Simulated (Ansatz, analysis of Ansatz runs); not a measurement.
# Can an added hole hop between Mn atoms in MnMoO4 (P2/c)?, part 2 of 2

Aim: the energy barrier that a trapped hole meets when it moves from one Mn atom to another one nearby in MnMoO4 (P2/c). The model is a cell of 48 host atoms.

Ansatz 0.2.0; plane-wave PAW DFT, PBEsol+U; relaxation of all atoms of a supercell at fixed charge in a uniform background.

So far. Step 2 (The cell without the carrier): The largest displacement from an ideal site is 0.027 Å. Step 3 (The hole on the first site): The largest changes of the moments are -0.54 μB on Mn3, -0.06 μB on O43 and -0.06 μB on O46. The largest part sits on the chosen site.

**4. The hole on the second site**

The same start is made on the second site, to get the end of the hop.

File B.relax/input.yaml:

```yaml
crystal:
  lattice:
    - [-4.85771408, 5.77423287, 4.93564077]
    - [4.76913679, -5.77423287, 4.95007624]
    - [4.85771408, 5.77423287, -4.93564077]
  atoms:
    - { symbol: Mn, position: [0.030452, 0.125329, 0.905685], spin: 5.0 }
    - { symbol: Mn, position: [0.030455, 0.625347, 0.405668], spin: 5.0 }
[... 16 atom lines left out ...]
    - { symbol: O, position: [0.52341, 0.080058, 0.155846] }
[... 2 atom lines left out ...]
    - { symbol: O, position: [0.335778, 0.668517, 0.942224] }
[... 12 atom lines left out ...]
    - { symbol: O, position: [0.761545, 0.075087, 0.436166] }
[... 4 atom lines left out ...]
    - { symbol: O, position: [0.607927, 0.673752, 0.175076] }
[... 3 atom lines left out ...]
    - { symbol: O, position: [0.7279, 0.911675, 0.056316] }
[... 1 atom line left out ...]
    - { symbol: O, position: [0.387873, 0.825003, 0.31245] }
[... 1 atom line left out ...]
    - { symbol: O, position: [0.887903, 0.825001, 0.812415] }
total_charge: 1
basis:
  ecutwfc: 420
  xc_grid: 2
hamiltonian:
  xc: pbesol
  hubbard: { sites: [{ species: Mn, l: d, u_eff: 4.5 }] }
kpoints:
  mp_grid: { grid: [1, 1, 1] }
magnetization:
  spin_polarized: true
  initial_magnetization: -1
  spin_locking: { lock_magnetization: hard }
scf:
  occupations: { method: fermi_dirac, width: 0.01 }
  max_iter: 120
  lower_state_search: "off"
output:
  forces: true
relax:
  f_tol: 0.015
  max_steps: 70
  escape_saddle: false
checkpoint:
  write: "../B.relax.run"
  compress: false
  write_wavefunctions: true
  write_every: 100000
```

Launch:

```sh
> ansatz run input.yaml --threads 8 --pin off --max-ram 17899MiB --backend cpu --events-out ev --progress --plain --runs-dir out
```

Numbers of over 12 decimals in the logs are rounded to 6 here.

Log:

```text
[...]
Crystal: 48 atoms, lattice volume = 549.531 Å³
Basis set: ecut = 420 eV, 10685 PW (Γ), exchange–correlation on 128×128×128 points (8 copies of the dense FFT grid, shifted against one another)
Bands: 260, of which v1, the nominal top of the filled ones, is band 212 counted from 1 (211 counted from 0)
Symmetry: 1 space group operations
[...]
k-points: 1
[...]
Starting moments: Σ|m| = 39 μB on 8 of 48 sites
[...]
SCF iter   1: F=—  HF=-88149.255131 eV  |F-HF|=—  |Δ(HF+E_count)|=         —  Δρ=1.17e-1 (↑1.16e-1 ↓1.17e-1)  dr2=4.20e2  dr2_m=4.37e0  M=-1.000 μB ∫|m|=35.060 μB  β_m=0.30  ethr=3.10e-3  ⟨swp⟩=5.0  Hψ=1667  notcnv=0  defer=35
[...]
F+E_penalty+E_count = -88086.32677511 eV   max|allowed force component| = 6.265e-3 eV/Å
  atoms:
    - { symbol: Mn, position: [0.033666, 0.125371, 0.908875] }
    - { symbol: Mn, position: [0.031138, 0.625368, 0.406345] }
    - { symbol: Mn, position: [0.528988, 0.125369, 0.404197] }
    - { symbol: Mn, position: [0.534402, 0.625369, 0.909608] }
    [... 5 atoms left out ...]
    - { symbol: Mo, position: [0.219033, 0.625414, 0.093820] }
    - { symbol: Mo, position: [0.714217, 0.121606, 0.088828] }
    [... 7 atoms left out ...]
    - { symbol: O, position: [0.522617, 0.080887, 0.154321] }
    [... 2 atoms left out ...]
    - { symbol: O, position: [0.334013, 0.671769, 0.945491] }
    [... 12 atoms left out ...]
    - { symbol: O, position: [0.760392, 0.073047, 0.434784] }
    [... 4 atoms left out ...]
    - { symbol: O, position: [0.614247, 0.676649, 0.184883] }
    [... 3 atoms left out ...]
    - { symbol: O, position: [0.716759, 0.903454, 0.044099] }
    [... 1 atom left out ...]
    - { symbol: O, position: [0.388456, 0.824521, 0.312753] }
    [... 2 atoms left out ...]
[key lines of the parts left out:]
SCF converged after 6 iterations
Magnetization: -1.0000 μB (211.0000 up, 212.0000 down)
Free energy (F): -88086.326775 eV
Fermi energy:    9.427786 (↑ 9.332727, ↓ 10.229717) eV
```

Run time: 38 s. Hardware: 8 threads of Arm Neoverse V1, shared host; peak memory 1.3 GiB.

Distances from Mn4 without and with the hole:

| atom | without (Å) | with (Å) |
| --- | --- | --- |
| O45 | 2.13 | 1.96 |
| O44 | 2.13 | 1.96 |
| O20 | 2.09 | 2.06 |
| O22 | 2.09 | 2.06 |
| O36 | 2.30 | 2.24 |
| O40 | 2.30 | 2.24 |

The largest changes of the moments are -0.54 μB on Mn4, -0.06 μB on O45 and -0.06 μB on O44. The largest part sits on the chosen site.

**5. Points on the line between the two structures**

All atoms move on the straight line between the two relaxed structures, 2.42 amu^1/2 Å long in mass-weighted terms. Each point starts from the state of the point before, once from either end, so that both localised states can be followed; the midpoint is also started with the carrier shared.

File A.x0500/input.yaml:

```yaml
crystal:
  lattice:
    - [-4.85771408, 5.77423287, 4.93564077]
    - [4.76913679, -5.77423287, 4.95007624]
    - [4.85771408, 5.77423287, -4.93564077]
  atoms:
    - { symbol: Mn, position: [0.032401, 0.125368, 0.90761], spin: 5.0 }
    - { symbol: Mn, position: [0.032402, 0.625369, 0.40761], spin: 5.0 }
[... 16 atom lines left out ...]
    - { symbol: O, position: [0.523248, 0.079928, 0.158571] }
[... 2 atom lines left out ...]
    - { symbol: O, position: [0.328805, 0.670811, 0.943901] }
[... 12 atom lines left out ...]
    - { symbol: O, position: [0.759394, 0.073578, 0.436482] }
[... 4 atom lines left out ...]
    - { symbol: O, position: [0.61308, 0.67718, 0.186412] }
[... 3 atom lines left out ...]
    - { symbol: O, position: [0.727578, 0.914838, 0.054311] }
[... 1 atom line left out ...]
    - { symbol: O, position: [0.389627, 0.835904, 0.313316] }
[... 1 atom line left out ...]
    - { symbol: O, position: [0.886361, 0.821625, 0.810598] }
total_charge: 1
basis:
  ecutwfc: 420
  xc_grid: 2
hamiltonian:
  xc: pbesol
  hubbard: { sites: [{ species: Mn, l: d, u_eff: 4.5 }] }
kpoints:
  mp_grid: { grid: [1, 1, 1] }
magnetization:
  spin_polarized: true
  initial_magnetization: -1
  spin_locking: { lock_magnetization: hard }
scf:
  occupations: { method: fermi_dirac, width: 0.01 }
  max_iter: 120
  lower_state_search: "off"
output:
  forces: true
  eigenvalues: true
  eigenstates: { localisation: true }
  write_density: true
  write_potential: true
  volumetric_format: npy
checkpoint:
  read: "../A.x0375.run"
  write: "../A.x0500.run"
  compress: false
  write_wavefunctions: true
  write_every: 100000
```

Log:

```text
[...]
Warning: at least one further symmetry operation maps every atom of the structure, as the run holds it, onto an atom to within 2.40e-5 (fractional), and is not used: no operation is sought that the atoms, as the run holds them, miss by more than 2.00e-5, [...]
Warning: checkpoint.read: the run can stay near the saved state's solution: 48 site(s) moved relative to the saved geometry (max |Δs| = 2.846e-3 fractional); [...]
[...]
Crystal: 48 atoms, lattice volume = 549.531 Å³
Basis set: ecut = 420 eV, 10685 PW (Γ), exchange–correlation on 128×128×128 points (8 copies of the dense FFT grid, shifted against one another)
Bands: 260, of which v1, the nominal top of the filled ones, is band 212 counted from 1 (211 counted from 0)
Symmetry: 1 space group operations
[...]
k-points: 1
[...]
Starting moments: Σ|m| = 39 μB on 8 of 48 sites; this step starts from the density that it was given
[...]
iter 1 solved again at ethr=1.37e-4 eV; its pass at ethr=3.10e-3 eV (dr2=5.81e-1 eV) is discarded
[...]
SCF iter  12: F=-88086.242874 eV  HF=-88086.242874 eV  |F-HF|=3.53e-8  |Δ(HF+E_count)|=   2.58e-8  Δρ=1.52e-6 (↑1.52e-6 ↓1.37e-6)  dr2=6.42e-8  dr2_m=5.61e-10  M=-1.000 μB ∫|m|=39.086 μB  ethr=2.36e-11  ⟨swp⟩=6.5  Hψ=3178  notcnv=0
SCF 1 converged in 12 iterations: F = -88086.242874 eV  dr2 = 6.42e-8
[...]
SCF converged after 12 iterations
[...]
Magnetization: -1.0000 μB (211.0000 up, 212.0000 down)
Absolute magnetization: 39.1177 μB (∫|ρ↑−ρ↓|, with the PAW one-centre terms)
[...]
Per-site moments (μB) at R_I (Å): [(4.092464, 0.866202), (4.092459, 0.866200), (3.925525, 0.845737), [... 45 left out ...]
Free energy (F): -88086.242874 eV
[...]
Internal energy: -88086.242861 eV  (E = F + TS)
E sigma→0 (E₀):  -88086.242867 eV
Entropy (-TS):   -0.000013 eV (-0.000 meV/atom)
Fermi energy:    9.286326 (↑ 9.281381, ↓ 10.233975) eV
[...]
--- Forces (eV/Å), atoms counted from 1 ---
  atom   1  Mn     0.00006733    -0.01054815     0.00003966
  atom   2  Mn     0.00003092    -0.01055906     0.00004750
  atom   3  Mn    -0.00001422    -0.02163858     0.00012657
  atom   4  Mn     0.00004460    -0.02160676    -0.00009341
  [... 5 atoms left out ...]
  atom  10  Mo     0.07418544    -0.08005421     0.22727692
  atom  11  Mo    -0.07363354    -0.08015063    -0.22714562
  [... 7 atoms left out ...]
  atom  19  O     -0.02796039    -0.07854978     0.08804145
  [... 2 atoms left out ...]
  atom  22  O      0.02811217    -0.07857019    -0.08806661
  [... 12 atoms left out ...]
  atom  35  O     -0.06661727     0.04250291     0.00813936
  [... 4 atoms left out ...]
  atom  40  O      0.06660939     0.04236225    -0.00809158
  [... 3 atoms left out ...]
  atom  44  O      0.09843830     0.00659326     0.19123736
  [... 1 atom left out ...]
  atom  46  O     -0.09874268     0.00660573    -0.19143389
  [... 2 atoms left out ...]
  max |Σ_I F_I| component: 5.77e-6 eV/Å
--- Band table (eV) ---
[...]
Occupation matrices written to <dir>
```

Run time: 9.3 s. Hardware: 8 threads; peak memory 1.3 GiB.

From eigenstates.tsv, first k-point; energies on the run's zero. The participation number counts the atoms that a state is spread over, of 48; bands count from 0.

```csv
spin,band,energy (eV),occupation,participation,largest share on,share
down,206,8.561,1.00,20.9,Mn5,0.09
down,207,8.647,1.00,17.9,Mn5,0.10
down,208,8.703,1.00,27.2,Mn5,0.07
down,209,8.848,1.00,19.1,Mn5,0.10
down,210,8.950,1.00,25.3,Mn5,0.08
down,211,9.189,1.00,20.0,Mn5,0.09
down,212,11.280,0.00,21.4,Mo9,0.08
down,213,11.302,0.00,18.0,Mo15,0.11
down,214,11.608,0.00,18.1,Mo9,0.11
down,215,11.662,0.00,12.9,Mo9,0.13
down,216,11.664,0.00,21.6,Mo9,0.08
up,205,8.563,1.00,27.6,Mn1,0.09
up,206,8.599,1.00,17.7,Mn1,0.13
up,207,8.659,1.00,15.7,Mn1,0.15
up,208,8.723,1.00,25.2,Mn3,0.10
up,209,8.843,1.00,17.9,Mn1,0.12
up,210,9.184,1.00,15.0,Mn3,0.16
up,211,9.379,0.00,15.7,Mn3,0.15
up,212,11.311,0.00,17.4,Mo9,0.10
up,213,11.361,0.00,21.6,Mo15,0.08
up,214,11.653,0.00,22.0,Mo9,0.08
up,215,11.680,0.00,20.6,Mo15,0.11
```

Under PBEsol+U (4.5 eV) at the zone centre alone, the highest filled state is spin down, spread over 20 of 48 atoms, and the lowest empty one, 0.19 eV above it, is spin up, spread over 16 of 48 atoms.

Spin density in the ac plane at fractional y = 0.875, through the centre, with atoms of Mn and Mo and O within 0.45 Å of it.

Ten even steps from '_' (-7.8 e/Å³) to '@' (0.0 e/Å³), each cell a mean:
```
@@@@@@@@@@@@@@@@@@@@@@@@@@@@@@@@@@@@@@@@@@@@@@@@@@
@@@@@@@@@@@@@@@@@@@@@@@@@@@@@@@@@@@@@@@@@@@@@@@@@@
@@@@@@@@@@@@@@@@@@@@@@@@@@@@@@@@@@@@@@@@@@@@@@@@@@
@@@@@@@@@@@@@@@@@@@@@@@@@@@@@@@@@@@@@@@@@@@@@@@@@@
@@@@@@@@@@@@@@@@@@@@@@@@@@@@@@@@@@@@@@@@@@@@@@@@@@
@@@@@@@@@@@@@@@@@@@@@@@@@@@@@@@@@@@@@@@@@@@@@@@@@@
@@@@@@@@@@@@@@@@@@@@@@@@@@@@@@@@@@@@@@@@@@@@@@@@@@
@@@@@@@@@@@@@@@@@@@@@@@@@@@@@@@@@@@@@@@@@@@@@@@@@@
@@@@@@@@@@@@@@@@@@@@%%**++%%@@@@@@@@@@@@@@@@@@@@@@
@@@@@@@@@@@@@@@@@@@@##....##@@@@@@@@@@@@@@@@@@@@@@
@@@@@@@@@@@@@@@@@@@@%%++**@@@@@@@@@@@@@@@@@@@@@@@@
@@@@@@@@@@@@@@@@@@@@@@@@@@@@@@@@@@@@@@@@@@@@@@@@@@
@@@@@@@@@@@@@@@@@@@@@@@@@@@@@@@@@@@@@@@@@@@@@@@@@@
@@@@@@@@@@@@@@@@@@@@@@@@@@@@@@@@@@@@@@@@@@@@@@@@@@
@@@@@@@@@@@@@@@@@@@@@@@@@@@@@@@@@@@@@@@@@@@@@@@@@@
@@@@@@@@@@@@@@@@@@@@@@@@@@@@@@@@@@@@@@@@@@@@@@@@@@
@@@@@@@@@@@@@@@@@@@@@@@@@@@@@@@@@@@@@@@@@@@@@@@@@@
@@@@@@@@@@@@@@@@@@@@@@@@@@@@@@@@@@@@@@@@@@@@@@@@@@
@@@@@@@@@@@@@@@@@@@@@@@@@@@@@@@@@@@@@@@@@@@@@@@@@@
@@@@@@@@@@@@@@@@@@@@@@@@@@@@@@@@@@@@@@@@@@@@@@@@@@
**@@@@@@@@@@@@@@@@@@@@@@@@@@@@@@@@@@@@@@@@@@@@##==
++@@@@@@@@@@@@@@@@@@@@@@@@@@@@@@@@@@@@@@@@@@%%==__
##@@@@@@@@@@@@@@@@@@@@@@@@@@@@@@@@@@@@@@@@@@@@**++
@@@@@@@@@@@@@@@@@@@@@@@@@@@@@@@@@@@@@@@@@@@@@@@@@@
```
Columns run along a (9.0 Å), rows up along c (9.0 Å). Atoms in or near the plane, at fractional coordinates: Mn at (0.47, 0.60), Mn at (0.97, 0.09), Mo at (0.28, 0.91), Mo at (0.78, 0.41), O at (0.48, 0.85), O at (0.98, 0.35), O at (0.17, 0.05), O at (0.67, 0.56), O at (0.24, 0.57), O at (0.73, 0.05), O at (0.39, 0.31), O at (0.89, 0.81).

Electrostatic potential energy in the ac plane at fractional y = 0.875, through the centre, with atoms of Mn and Mo and O within 0.45 Å of it. With pseudopotentials it is smooth inside the atoms' cores, unlike the true potential.

Ten even steps from '_' (-47 eV) to '@' (15 eV), each cell a mean:
```
@@@@@@@@%%++..__..++%%@@@@@@@@@@%%**##@@@@@@@@%%%%
@@@@@@@@##::______--##@@@@@@@@@@@@@@@@@@@@@@@@@@@@
@@@@@@%%**..______==##**##@@@@@@@@@@@@@@@@@@**++##
@@@@@@@@##--____--**++--==%%@@@@@@@@@@@@@@##----**
@@@@@@@@%%**++++##%%==::==%%@@@@@@@@@@@@@@##====%%
@@@@@@@@@@%%%%%%@@@@##**%%@@@@@@@@@@@@@@@@@@%%%%@@
@@@@@@@@@@@@@@@@@@@@@@%%%%%%@@@@@@@@@@@@@@@@@@@@@@
@@@@@@@@@@@@@@@@@@@@##++==**%%@@@@@@@@@@@@@@@@@@@@
@@@@@@@@@@@@@@@@@@%%==..__::##@@%%****@@@@@@@@@@@@
@@@@@@@@%%****%%@@**::____::**%%++::--%%@@@@@@@@@@
@@@@@@@@++--==%%%%##--....==%%%%++--==%%%%%%@@@@@@
@@@@@@%%++--++@@@@%%**==++##@@@@%%**##**++**%%@@@@
@@@@@@@@%%%%@@@@@@@@%%%%%%@@@@@@@@##--____::**%%@@
@@@@@@@@@@@@@@@@@@@@@@@@@@@@@@@@%%++________++%%@@
%%@@@@@@@@@@@@@@@@##==++@@@@@@@@%%==______..**##**
**@@@@@@@@@@@@@@%%==::--%%@@@@@@%%++..__..++**----
**@@@@@@@@@@@@@@%%==--++@@@@@@@@@@%%**++**%%**----
@@@@@@@@@@@@@@@@@@####%%@@@@@@@@@@@@%%%%@@@@%%**##
%%@@@@@@@@@@@@@@@@@@@@@@@@@@@@@@@@@@@@@@@@@@@@%%%%
++##%%@@@@@@@@@@@@@@@@@@@@@@@@@@@@@@@@@@@@@@%%**==
..++%%@@##**%%@@@@@@@@@@@@@@@@@@@@@@@@@@@@%%**::__
__==%%##--::++@@@@@@@@@@@@@@@@@@@@****%%@@%%==____
::**%%##----**%%%%@@@@@@@@@@@@@@**::::**@@%%++..__
**%%@@%%******++**##@@@@@@@@@@@@++::--##@@%%##++++
```
Columns run along a (9.0 Å; values clipped at the 3rd and 97th percentile), rows up along c (9.0 Å). Atoms in or near the plane, at fractional coordinates: Mn at (0.47, 0.60), Mn at (0.97, 0.09), Mo at (0.28, 0.91), Mo at (0.78, 0.41), O at (0.48, 0.85), O at (0.98, 0.35), O at (0.17, 0.05), O at (0.67, 0.56), O at (0.24, 0.57), O at (0.73, 0.05), O at (0.39, 0.31), O at (0.89, 0.81).

Valence density in the ac plane at fractional y = 0.875, through the centre, with atoms of Mn and Mo and O within 0.45 Å of it. It is the smooth field of the valence electrons, not physical close to the nuclei.

Values in e/Å³, 13 rows by 16 columns, each cell a mean:
```
 0  0  0  2  5  4  1  0  0  0  1  1  0  0  0  0
 0  0  0  3  6  4  1  2  1  0  0  0  0  1  2  2
 0  0  0  1  1  1  2  3  1  0  0  0  0  1  2  1
 0  0  0  0  0  0  0  1  0  0  0  0  0  0  0  0
 0  0  0  0  0  0  1  9  5  0  1  2  1  0  0  0
 0  0  1  3  2  0  3 15  6  1  2  4  1  0  0  0
 0  0  1  2  1  0  0  1  0  0  1  1  2  2  0  0
 0  0  0  0  0  0  1  1  0  0  0  3  6  5  1  1
 1  0  0  0  0  1  4  2  0  0  0  2  3  2  2  4
 1  0  0  0  0  1  1  1  0  0  0  0  0  0  1  2
 1  0  0  0  0  0  0  0  0  0  0  0  0  0  0  2
 8  1  2  3  1  0  0  0  0  0  0  1  1  0  3 18
 2  0  2  2  1  0  0  0  0  0  2  4  2  0  1  6
```
Columns run along a (9.0 Å), rows up along c (9.0 Å). Atoms in or near the plane, at fractional coordinates: Mn at (0.47, 0.60), Mn at (0.97, 0.09), Mo at (0.28, 0.91), Mo at (0.78, 0.41), O at (0.48, 0.85), O at (0.98, 0.35), O at (0.17, 0.05), O at (0.67, 0.56), O at (0.24, 0.57), O at (0.73, 0.05), O at (0.39, 0.31), O at (0.89, 0.81).

Free energies from the first end:

```
started from  fraction  energy (eV)  moment change on Mn3 (μB)  on Mn4 (μB)
  first site         0        0.000                      -0.55         0.01
  first site     0.125        0.012                      -0.48        -0.01
  first site      0.25        0.042                      -0.40        -0.04
  first site     0.375        0.072                      -0.30        -0.11
  first site       0.5        0.084                      -0.20        -0.20
  first site     0.625        0.072                      -0.11        -0.30
 second site     0.875        0.012                      -0.01        -0.48
 second site      0.75        0.042                      -0.04        -0.40
 second site     0.625        0.072                      -0.11        -0.30
 second site       0.5        0.084                      -0.20        -0.20
 second site     0.375        0.072                      -0.30        -0.11
      shared       0.5        0.084                      -0.20        -0.20
 second site         1        0.000                       0.01        -0.55
```

**6. Summary of results**

```json
{"distance of the two sites without the carrier": "4.81 Å"}
```

The highest point of the line lies 0.08 eV above the first end, but there the hole is shared along a chain of sites and their images, so this is no barrier of a single pair, which may be higher, and the image-charge term need not cancel. The second site lies about half a repeat away: the first meets it and its image at 4.81 and 4.81 Å, so the cell models a chain, and nothing is concluded on the coupling of a single pair. A shorter hop, 3.29 Å to Mn6 (opposite spin), was not computed. No run compares the localised hole with one spread in the band, so its binding is unknown. The magnetic order was assumed and need not be the ground state. The total moment is locked, so a carrier of the other spin direction was not tried. The program's search for lower electronic states was switched off in all runs, so that each state is followed; none is shown to be the lowest at its structure. No image-charge correction is applied; it nearly cancels along the line while the charge stays localised. Keep in mind: sampling at the zone centre alone can move energies of charged and open-shell states by tenths of an eV or more in cells of this size; the images are only 9.0 Å apart; gap and trapping depend on the U chosen (Mn d 4.5 eV).

[Logs are printed without paths, hosts, clocks, repeated set-up lines and the standing remarks that a program may print on its own settings, such as how far it seeks lower states.]

[Hosts, paths, dates, database ids (printed as entryN), source tags and the programs' standing remarks are cut or masked in the printed files.]
